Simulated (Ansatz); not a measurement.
## An extra electron or hole in aqueous N(CH3)4+ and triflate, 2.8 mol of salt per kg of water at 300 K (85 atoms)

Aim: add and remove one electron in aqueous N(CH3)4+ and triflate, 2.8 mol of salt per kg of water at 300 K (85 atoms), with atoms held and relaxed, and read trapping energy and localisation.

Program: Ansatz 0.2.0. Level of theory: Kohn-Sham DFT, PBE+D4, PAW (set soft_2), plane waves. Values are calculated unless marked as measured.

## Step 1: Set-up

The cell holds 85 atoms: 5 C, 1 N, 52 H, 23 O, 1 S and 3 F. Its edges and angles: a = 9.548 Å, b = 9.548 Å, c = 9.548 Å, α = 90.0°, β = 90.0°, γ = 90.0°. 20 H2O, 1 N(CH3)4+, 1 triflate placed at random, at 1.11 g/cm³; overlaps pushed apart, then 10 ps at 420 K with MMFF94 bonds, angles, torsions, charges and radii (Halgren, J. Comput. Chem. 17, 490 (1996)) in harmonic and 12-6 forms; SPC/E water (Berendsen, Grigera and Straatsma, J. Phys. Chem. 91, 6269 (1987)). Snapshot after 20 ps at 300 K and fixed volume.

What the set-up can't give: The network of contacts between molecules at the start is that of the classical potential that made the cell, and needn't be the one that DFT or experiment would give. The Brillouin zone is sampled at Γ only, in a cell whose shortest periodic width is 10 Å. The liquid is relaxed first, so the results are those of a frozen frame at zero temperature.

## Step 2: Single point at the start

The forces at the start show how far the geometry lies from a minimum of this functional.

input.yaml reads:

```yaml
crystal:
  lattice:
    - [9.54848, 0.0, 0.0]
    - [0.0, 9.54848, 0.0]
    - [0.0, 0.0, 9.54848]
  atoms:
    - { symbol: C, position: [0.47267, 0.71626, 0.41516] }
    - { symbol: "N", position: [0.53159, 0.69422, 0.5592] }
    - { symbol: C, position: [0.56577, 0.54428, 0.57309] }
    - { symbol: C, position: [0.41639, 0.7233, 0.66362] }
    - { symbol: C, position: [0.66448, 0.78146, 0.59118] }
    - { symbol: H, position: [0.40486, 0.62466, 0.39225] }
    - { symbol: H, position: [0.42678, 0.81959, 0.41012] }
    - { symbol: H, position: [0.5562, 0.71412, 0.33942] }
    - { symbol: H, position: [0.47085, 0.4773, 0.58105] }
    - { symbol: H, position: [0.62814, 0.50696, 0.48472] }
    - { symbol: H, position: [0.62718, 0.52692, 0.6716] }
    - { symbol: H, position: [0.33366, 0.64258, 0.64147] }
    - { symbol: H, position: [0.38667, 0.83741, 0.65123] }
    - { symbol: H, position: [0.45673, 0.70769, 0.76962] }
    - { symbol: H, position: [0.6457, 0.8943, 0.57437] }
    - { symbol: H, position: [0.73867, 0.7263, 0.52533] }
    - { symbol: H, position: [0.69736, 0.76724, 0.69705] }
    - { symbol: O, position: [0.34824, 0.89147, 0.04894] }
    - { symbol: S, position: [0.2061, 0.86497, 0.09049] }
    - { symbol: O, position: [0.11419, 0.98223, 0.058] }
    - { symbol: O, position: [0.20514, 0.83238, 0.23982] }
    - { symbol: C, position: [0.13734, 0.72034, 0.99064] }
    - { symbol: F, position: [0.15929, 0.59157, 0.05571] }
    - { symbol: F, position: [0.00066, 0.72224, 0.96319] }
    - { symbol: F, position: [0.19553, 0.70878, 0.86054] }
    - { symbol: O, position: [0.54767, 0.96242, 0.887] }
    - { symbol: H, position: [0.47909, 0.94043, 0.96304] }
    - { symbol: H, position: [0.64234, 0.97825, 0.92889] }
    - { symbol: O, position: [0.46954, 0.26319, 0.3999] }
    - { symbol: H, position: [0.49679, 0.18212, 0.33946] }
    - { symbol: H, position: [0.49441, 0.24241, 0.49948] }
    - { symbol: O, position: [0.82016, 0.41313, 0.10562] }
    - { symbol: H, position: [0.72088, 0.37981, 0.10532] }
    - { symbol: H, position: [0.87791, 0.35022, 0.16625] }
    - { symbol: O, position: [0.9778, 0.00219, 0.57726] }
    - { symbol: H, position: [0.08002, 0.02055, 0.5638] }
    - { symbol: H, position: [0.9647, 0.9078, 0.62068] }
    - { symbol: O, position: [0.86535, 0.64721, 0.23877] }
    - { symbol: H, position: [0.8603, 0.55764, 0.18474] }
    - { symbol: H, position: [0.93568, 0.63761, 0.31577] }
    - { symbol: O, position: [0.86647, 0.06617, 0.98608] }
    - { symbol: H, position: [0.86477, 0.15925, 0.93811] }
    - { symbol: H, position: [0.96569, 0.03488, 0.99806] }
    - { symbol: O, position: [0.10453, 0.65005, 0.39317] }
    - { symbol: H, position: [0.15546, 0.5596, 0.37928] }
    - { symbol: H, position: [0.1492, 0.72459, 0.33472] }
    - { symbol: O, position: [0.21122, 0.38881, 0.33024] }
    - { symbol: H, position: [0.13567, 0.32094, 0.30466] }
    - { symbol: H, position: [0.29901, 0.3364, 0.3529] }
    - { symbol: O, position: [0.50491, 0.03959, 0.23558] }
    - { symbol: H, position: [0.42678, 0.02917, 0.16661] }
    - { symbol: H, position: [0.58415, 0.97678, 0.20831] }
    - { symbol: O, position: [0.99098, 0.20625, 0.23714] }
    - { symbol: H, position: [0.0342, 0.12076, 0.19481] }
    - { symbol: H, position: [0.91103, 0.17814, 0.29866] }
    - { symbol: O, position: [0.55731, 0.20061, 0.65814] }
    - { symbol: H, position: [0.51174, 0.27571, 0.71515] }
    - { symbol: H, position: [0.55496, 0.11029, 0.7111] }
    - { symbol: O, position: [0.86426, 0.50412, 0.79664] }
    - { symbol: H, position: [0.86055, 0.40766, 0.75602] }
    - { symbol: H, position: [0.84883, 0.49903, 0.9001] }
    - { symbol: O, position: [0.55311, 0.33692, 0.134] }
    - { symbol: H, position: [0.48324, 0.30144, 0.06452] }
    - { symbol: H, position: [0.5144, 0.32669, 0.23077] }
    - { symbol: O, position: [0.43234, 0.3847, 0.82907] }
    - { symbol: H, position: [0.36726, 0.31822, 0.87716] }
    - { symbol: H, position: [0.44041, 0.47258, 0.88546] }
    - { symbol: O, position: [0.27315, 0.20557, 0.00256] }
    - { symbol: H, position: [0.23016, 0.11837, 0.96363] }
    - { symbol: H, position: [0.22061, 0.23517, 0.08818] }
    - { symbol: O, position: [0.74427, 0.89378, 0.16533] }
    - { symbol: H, position: [0.80558, 0.81098, 0.18412] }
    - { symbol: H, position: [0.80012, 0.96847, 0.11768] }
    - { symbol: O, position: [0.83936, 0.22671, 0.67838] }
    - { symbol: H, position: [0.73982, 0.22926, 0.64592] }
    - { symbol: H, position: [0.88488, 0.13867, 0.64453] }
    - { symbol: O, position: [0.23988, 0.02486, 0.42252] }
    - { symbol: H, position: [0.222, 0.94628, 0.35565] }
    - { symbol: H, position: [0.32857, 0.07382, 0.39595] }
    - { symbol: O, position: [0.48117, 0.63511, 0.03555] }
    - { symbol: H, position: [0.45391, 0.73602, 0.02897] }
    - { symbol: H, position: [0.5756, 0.6273, 0.08016] }
    - { symbol: O, position: [0.98717, 0.74097, 0.66602] }
    - { symbol: H, position: [0.95242, 0.6512, 0.70726] }
    - { symbol: H, position: [0.02479, 0.723, 0.56995] }
kpoints:
  mp_grid: { grid: [1, 1, 1] }
hamiltonian:
  xc: pbe
  dispersion: d4
scf:
  occupations: { method: fixed }
output:
  forces: true
```

Started as:

```console
$ ansatz run input.yaml --threads 4 --pin off --max-ram 8192MiB --backend cpu --events-out ev --progress --plain --runs-dir out
```

Output:

```text
Engine: ansatz 0.2.0, aarch64-unknown-linux-gnu
Pseudopotentials: kind: paw
Pseudopotential: C, paw, valence charge 4, recommended cutoff 420 eV (normal), C.paw.azcp
Pseudopotential: N, paw, valence charge 5, recommended cutoff 420 eV (normal), N.paw.azcp
Pseudopotential: H, paw, valence charge 1, recommended cutoff 420 eV (normal), H.paw.azcp
Pseudopotential: O, paw, valence charge 6, recommended cutoff 420 eV (normal), O.paw.azcp
Pseudopotential: S, paw, valence charge 6, recommended cutoff 420 eV (normal), S.paw.azcp
Pseudopotential: F, paw, valence charge 7, recommended cutoff 420 eV (normal), F.paw.azcp
[... 5 lines on functional and potentials left out ...]
Crystal: 85 atoms, lattice volume = 870.568 Å³
Basis set: ecut = 420 eV, 17071 PW (Γ), exchange–correlation on 128×128×128 points (8 copies of the dense FFT grid, shifted against one another)
Bands: 206, of which v1, the nominal top of the filled ones, is band 121 counted from 1 (120 counted from 0)
Symmetry: 1 space group operations
Space group: P1 (ITA 1), of the structure as read, at distance tolerance 9.5e-5 Å
k-points: 1
[... 13 lines on functional and potentials left out ...]
Initial density: superposition of atomic densities (neutral atoms: chi_scale 0, normalization atom), corrected by the library's trained network
Initial wavefunctions: pseudopotential atomic-orbital guess
Functional: x = pbe(κ = 0.804, μ = 0.219515), c = pbe(β = 0.066725)
SCF iter   1: F=—  HF=-18850.527958 eV  |F-HF|=—  |Δ(HF+E_count)|=         —  Δρ=4.18e-3  dr2=2.26e-1  ethr=1.77e-3  ⟨swp⟩=5.0  Hψ=739  notcnv=0  defer=82
preconditioner: auto → Resta (q_TF=auto, 2.204 Å⁻¹)  ε∞=2.3  [insulator: Δε(μ)=4.575 eV  Ē_g=17.208 eV  n_scr=170 (ndim 8)  ℏωp=19.3 eV  f_vac=0.275  ε∞_Penn≈2.3]
SCF iter   2: F=—  HF=-18850.456072 eV  |F-HF|=—  |Δ(HF+E_count)|=   7.19e-2  Δρ=2.22e-3  dr2=4.34e-2  ethr=9.33e-5  ⟨swp⟩=3.0  Hψ=338  notcnv=0  defer=83
SCF iter   3: F=—  HF=-18850.442952 eV  |F-HF|=—  |Δ(HF+E_count)|=   1.31e-2  Δρ=1.03e-3  dr2=1.20e-2  ethr=1.79e-5  ⟨swp⟩=3.0  Hψ=250  notcnv=0  defer=31
automatic band count: iteration 3 solves 154 bands in place of 206: the levels show a gap, and the empty bands left out lie too high to hold charge; the band table lists the bands solved (type scf.n_extra_bands for more)
SCF iter   4: F=—  HF=-18850.439631 eV  |F-HF|=—  |Δ(HF+E_count)|=   3.32e-3  Δρ=3.41e-4  dr2=1.34e-3  ethr=4.94e-6  ⟨swp⟩=3.0  Hψ=250  notcnv=0  defer=31
SCF iter   5: F=—  HF=-18850.439423 eV  |F-HF|=—  |Δ(HF+E_count)|=   2.07e-4  Δρ=1.68e-4  dr2=2.21e-4  ethr=5.54e-7  ⟨swp⟩=2.0  Hψ=282  notcnv=0  defer=31
SCF iter   6: F=—  HF=-18850.439386 eV  |F-HF|=—  |Δ(HF+E_count)|=   3.75e-5  Δρ=6.89e-5  dr2=3.59e-5  ethr=9.13e-8  ⟨swp⟩=2.0  Hψ=247  notcnv=0  defer=31
SCF iter   7: F=—  HF=-18850.440640 eV  |F-HF|=—  |Δ(HF+E_count)|=   1.25e-3  Δρ=2.09e-5  dr2=3.27e-6  ethr=1.48e-8  ⟨swp⟩=2.0  Hψ=250  notcnv=0  defer=26
SCF iter   8: F=—  HF=-18850.440640 eV  |F-HF|=—  |Δ(HF+E_count)|=   2.39e-7  Δρ=1.02e-5  dr2=8.10e-7  ethr=1.35e-9  ⟨swp⟩=3.0  Hψ=247  notcnv=0  defer=27
SCF iter   9: F=-18850.440640 eV  HF=-18850.440640 eV  |F-HF|=9.54e-9  |Δ(HF+E_count)|=   2.91e-8  Δρ=2.24e-6  dr2=5.46e-8  ethr=4.13e-11  ⟨swp⟩=4.0  Hψ=628  notcnv=0
SCF 1 converged in 9 iterations: F = -18850.440640 eV  dr2 = 5.46e-8
  greatest PAW one-centre occupation: 0.935 electrons in one spin orbital (limit 2), on the F atom at site 23 (counted from 0), in its partial waves of l = 0
SCF converged after 9 iterations
Free energy (F): -18850.440640 eV
Harris-Foulkes:  -18850.440640 eV  (|F-HF|=9.54e-9)
Internal energy: -18850.440640 eV  (E = F + TS)
E sigma→0 (E₀):  -18850.440640 eV
Fermi energy:    -1.657305 eV
--- Per-component energies (eV) ---
  E_band       = -2299.653922
  E_kinetic    = 6056.653713
  E_local      = -21317.374932  (includes V_loc(G=0)·N_el)
  E_nonlocal   = 1620.013829
  E_hartree    = 7987.931137
  E_xc         = -2780.216802
  E_vxc        = -3508.392006  (∫ρ·V_xc dr)
  E_paw        = -5501.544117  (= ΣΔE_a)
  E_vpaw       = -1126.420477  (= ΣTr[D̂ρ^β])
  E_aug_tail   = 0.000897  (compensation charges beyond the density's cutoff)
  E_ewald      = -4912.788544
  E_disp       = -3.115820  (pairwise vdW)
  E_smearing   = -0.000000  (= −TS)
  E_closure    = 0.000000  (closes the sum)
  Σ components = -18850.440640   (vs F -18850.440640, Δ=0.00e0)
--- Forces (eV/Å), atoms counted from 1 ---
  atom   1  C      0.36177458    -0.46201372     0.10474261
  atom   2  N     -0.37678430     0.29620686     0.84561358
  atom   3  C      0.74239156    -1.36157945     0.99819435
  atom   4  C     -0.30421248     0.50158399    -0.32677211
  atom   5  C     -1.11731636    -0.58266406    -1.09367719
  atom   6  H     -0.12498059     0.77944556     0.13619709
  atom   7  H     -0.57178475     0.14575470     0.00055093
  atom   8  H      0.70533497    -0.08983458    -0.26842012
  atom   9  H      0.24472729     0.71263612    -0.18937222
  atom  10  H      0.11033597     0.21201706    -0.13975093
  atom  11  H     -0.29492916     0.22790541    -0.60168883
  atom  12  H      0.26128389     1.10960363     0.16437514
  atom  13  H     -0.14871017    -1.23166783     0.06463450
  atom  14  H      0.13850239    -0.02765370    -0.05696252
[...]
atom  84  H      0.14376724     0.40225417    -0.36143049
  atom  85  H     -0.19162997    -0.56933920     0.79076681
  max |Σ_I F_I| component: 4.76e-5 eV/Å
```

The job ended after 5.8 s (4 threads of Arm Neoverse V1, shared host; peak memory 0.85 GiB; 22 s of CPU time).

Reading the cycles: dr2 is the Hartree energy of the density residual (eV), the measure of convergence; HF is the Harris–Foulkes estimate of the energy, which meets the free energy F at convergence.

The r.m.s. force at the start is 0.66 eV/Å.

## Step 3: Relaxation

With the cell held, the atoms are moved downhill towards a nearby minimum.

input.yaml reads:

```yaml
crystal:
  lattice:
    - [9.54848, 0.0, 0.0]
    - [0.0, 9.54848, 0.0]
    - [0.0, 0.0, 9.54848]
  atoms:
    [... the 85 atom lines of step 2 ...]
kpoints:
  mp_grid: { grid: [1, 1, 1] }
hamiltonian:
  xc: pbe
  dispersion: d4
scf:
  occupations: { method: fixed }
output:
  forces: true
relax:
  f_tol: 0.06
  max_steps: 150
```

Output:

```text
[...]
Crystal: 85 atoms, lattice volume = 870.568 Å³
Basis set: ecut = 420 eV, 17071 PW (Γ), exchange–correlation on 128×128×128 points (8 copies of the dense FFT grid, shifted against one another)
Bands: 206, of which v1, the nominal top of the filled ones, is band 121 counted from 1 (120 counted from 0)
Symmetry: 1 space group operations
[...]
k-points: 1
[...]
SCF iter   1: F=—  HF=-18850.527957 eV  |F-HF|=—  |Δ(HF+E_count)|=         —  Δρ=4.18e-3  dr2=2.26e-1  ethr=1.77e-3  ⟨swp⟩=5.0  Hψ=739  notcnv=0  defer=82
[...]
SCF iter   6: F=-18850.440624 eV  HF=-18850.440643 eV  |F-HF|=1.85e-5  |Δ(HF+E_count)|=   2.60e-5  Δρ=6.87e-5  dr2=3.60e-5  ethr=3.72e-8  ⟨swp⟩=3.0  Hψ=587  notcnv=0
SCF 1 converged in 6 iterations: F = -18850.440624 eV  dr2 = 3.60e-5
[...]
relax step   1: F+E_penalty+E_count = -18850.44062445 eV  Δ(F+E_penalty+E_count) = +0.000e0 eV  max|allowed force component| = 4.391e0 eV/Å  Δτ_max = 0.0000 Å  (6 SCF iters, dr2 threshold 9.00e-5 eV, accepted)
[... from here on, the SCF cycles and remarks between the steps are left out ...]
relax step   2: F+E_penalty+E_count = -18852.82059185 eV  Δ(F+E_penalty+E_count) = -2.380e0 eV  max|allowed force component| = 2.123e0 eV/Å  Δτ_max = 0.1950 Å  (7 SCF iters, dr2 threshold 1.00e-4 eV, accepted)
relax step   3: F+E_penalty+E_count = -18853.67070807 eV  Δ(F+E_penalty+E_count) = -8.501e-1 eV  max|allowed force component| = 1.176e0 eV/Å  Δτ_max = 0.1963 Å  (6 SCF iters, dr2 threshold 1.00e-4 eV, accepted)
relax step   4: F+E_penalty+E_count = -18854.14786102 eV  Δ(F+E_penalty+E_count) = -4.772e-1 eV  max|allowed force component| = 8.362e-1 eV/Å  Δτ_max = 0.1960 Å  (6 SCF iters, dr2 threshold 1.00e-4 eV, accepted)
relax step   5: F+E_penalty+E_count = -18854.48017569 eV  Δ(F+E_penalty+E_count) = -3.323e-1 eV  max|allowed force component| = 7.201e-1 eV/Å  Δτ_max = 0.2000 Å  (7 SCF iters, dr2 threshold 1.00e-4 eV, accepted)
relax step   6: F+E_penalty+E_count = -18854.70961407 eV  Δ(F+E_penalty+E_count) = -2.294e-1 eV  max|allowed force component| = 2.367e0 eV/Å  Δτ_max = 0.1911 Å  (7 SCF iters, dr2 threshold 1.00e-4 eV, accepted)
relax step   7: F+E_penalty+E_count = -18854.94253615 eV  Δ(F+E_penalty+E_count) = -2.329e-1 eV  max|allowed force component| = 1.174e0 eV/Å  Δτ_max = 0.2000 Å  (6 SCF iters, dr2 threshold 1.00e-4 eV, accepted)
relax step   8: F+E_penalty+E_count = -18855.10864600 eV  Δ(F+E_penalty+E_count) = -1.661e-1 eV  max|allowed force component| = 2.553e-1 eV/Å  Δτ_max = 0.2000 Å  (6 SCF iters, dr2 threshold 1.00e-4 eV, accepted)
relax step   9: F+E_penalty+E_count = -18855.16078006 eV  Δ(F+E_penalty+E_count) = -5.213e-2 eV  max|allowed force component| = 3.383e-1 eV/Å  Δτ_max = 0.1952 Å  (8 SCF iters, dr2 threshold 4.07e-6 eV, accepted)
relax step  10: F+E_penalty+E_count = -18855.16122841 eV  Δ(F+E_penalty+E_count) = -4.484e-4 eV  max|allowed force component| = 1.100e0 eV/Å  Δτ_max = 0.1939 Å  (7 SCF iters, dr2 threshold 7.15e-6 eV, accepted)
relax step  11: F+E_penalty+E_count = -18855.22186118 eV  Δ(F+E_penalty+E_count) = -6.063e-2 eV  max|allowed force component| = 3.839e-1 eV/Å  Δτ_max = 0.2000 Å  (6 SCF iters, dr2 threshold 1.00e-4 eV, accepted)
relax step  12: F+E_penalty+E_count = -18855.24753677 eV  Δ(F+E_penalty+E_count) = -2.568e-2 eV  max|allowed force component| = 3.436e-1 eV/Å  Δτ_max = 0.1966 Å  (7 SCF iters, dr2 threshold 1.79e-5 eV, accepted)
relax step  13: F+E_penalty+E_count = -18855.26816650 eV  Δ(F+E_penalty+E_count) = -2.063e-2 eV  max|allowed force component| = 1.839e-1 eV/Å  Δτ_max = 0.2000 Å  (6 SCF iters, dr2 threshold 1.44e-5 eV, accepted)
relax step  14: F+E_penalty+E_count = -18855.28175884 eV  Δ(F+E_penalty+E_count) = -1.359e-2 eV  max|allowed force component| = 1.484e-1 eV/Å  Δτ_max = 0.1950 Å  (7 SCF iters, dr2 threshold 9.69e-6 eV, accepted)
relax step  15: F+E_penalty+E_count = -18855.28883765 eV  Δ(F+E_penalty+E_count) = -7.079e-3 eV  max|allowed force component| = 2.550e-1 eV/Å  Δτ_max = 0.1951 Å  (7 SCF iters, dr2 threshold 6.31e-6 eV, accepted)
relax step  16: F+E_penalty+E_count = -18855.29370370 eV  Δ(F+E_penalty+E_count) = -4.866e-3 eV  max|allowed force component| = 2.944e-1 eV/Å  Δτ_max = 0.1197 Å  (6 SCF iters, dr2 threshold 4.23e-5 eV, accepted)
relax step  17: F+E_penalty+E_count = -18855.30348337 eV  Δ(F+E_penalty+E_count) = -9.780e-3 eV  max|allowed force component| = 3.517e-1 eV/Å  Δτ_max = 0.0883 Å  (5 SCF iters, dr2 threshold 8.67e-5 eV, accepted)
relax step  18: F+E_penalty+E_count = -18855.32623136 eV  Δ(F+E_penalty+E_count) = -2.275e-2 eV  max|allowed force component| = 3.297e-1 eV/Å  Δτ_max = 0.1919 Å  (6 SCF iters, dr2 threshold 1.00e-4 eV, accepted)
relax step  19: F+E_penalty+E_count = -18855.34344698 eV  Δ(F+E_penalty+E_count) = -1.722e-2 eV  max|allowed force component| = 3.278e-1 eV/Å  Δτ_max = 0.1921 Å  (6 SCF iters, dr2 threshold 9.55e-5 eV, accepted)
relax step  20: F+E_penalty+E_count = -18855.35181158 eV  Δ(F+E_penalty+E_count) = -8.365e-3 eV  max|allowed force component| = 4.752e-1 eV/Å  Δτ_max = 0.0897 Å  (5 SCF iters, dr2 threshold 9.44e-5 eV, accepted)
relax step  21: F+E_penalty+E_count = -18855.34376195 eV  Δ(F+E_penalty+E_count) = +8.050e-3 eV  max|allowed force component| = 2.387e-1 eV/Å  Δτ_max = 0.2000 Å  (7 SCF iters, dr2 threshold 1.00e-4 eV, rejected (line search))
relax step  22: F+E_penalty+E_count = -18855.36515156 eV  Δ(F+E_penalty+E_count) = -1.334e-2 eV  max|allowed force component| = 9.386e-2 eV/Å  Δτ_max = 0.0862 Å  (9 SCF iters, accepted)
relax step  23: F+E_penalty+E_count = -18855.36612836 eV  Δ(F+E_penalty+E_count) = -9.768e-4 eV  max|allowed force component| = 7.920e-2 eV/Å  Δτ_max = 0.0188 Å  (8 SCF iters, accepted)
relax step  24: F+E_penalty+E_count = -18855.36695530 eV  Δ(F+E_penalty+E_count) = -8.269e-4 eV  max|allowed force component| = 5.215e-2 eV/Å  Δτ_max = 0.0202 Å  (8 SCF iters, accepted)
SCF converged after 8 iterations
Free energy (F): -18855.366955 eV
[...]
Internal energy: -18855.366955 eV  (E = F + TS)
E sigma→0 (E₀):  -18855.366955 eV
Fermi energy:    -2.040706 eV
[...]
Σ components = -18855.366955   (vs F -18855.366955, Δ=0.00e0)
--- Forces (eV/Å), atoms counted from 1 ---
  atom   1  C      0.00328951    -0.00203542    -0.00134873
  atom   2  N     -0.00376750    -0.00201442    -0.00174067
  atom   3  C     -0.00023121     0.00266338     0.00123882
  atom   4  C      0.00257186     0.00120515     0.00257091
[...]
atom  85  H     -0.00641047     0.00542337     0.01343099
  max |Σ_I F_I| component: 9.06e-5 eV/Å
--- Relaxed structure (24 steps of the walk, 23 accepted, 0 SCFs on fresh bases) ---
  F+E_penalty+E_count = -18855.36695530 eV   max|allowed force component| = 5.215e-2 eV/Å
  atoms:
    - { symbol: C, position: [0.492594, 0.661276, 0.384275] }
    - { symbol: N, position: [0.540892, 0.693904, 0.529747] }
    - { symbol: C, position: [0.627549, 0.574277, 0.583187] }
    - { symbol: C, position: [0.416512, 0.716079, 0.623110] }
[...]
- { symbol: H, position: [0.00600266, 0.697301, 0.589608] }
```

It took 2.2 min on 4 threads; peak memory 0.85 GiB; 8.3 min of CPU time.

The relaxation converged after 24 steps, 4.93 eV below its start, with a largest force component of 0.052 eV/Å.

[end of part 1 of 4]

[Long decimals in the printed logs are rounded to 6 places.]

[Logs are printed without paths, hosts, clocks, repeated set-up lines and the standing remarks that a program may print on its own settings, such as how far it seeks lower states.]

[Hosts, paths, dates, database ids (printed as entryN), source tags and the programs' standing remarks are cut or masked in the printed files.]

[The MMFF94 radii named for the starting cell were scaled by 0.96; in molecules described by MMFF94, hydrogen bound to N, O or S took a small fixed 12-6 site in their place.]
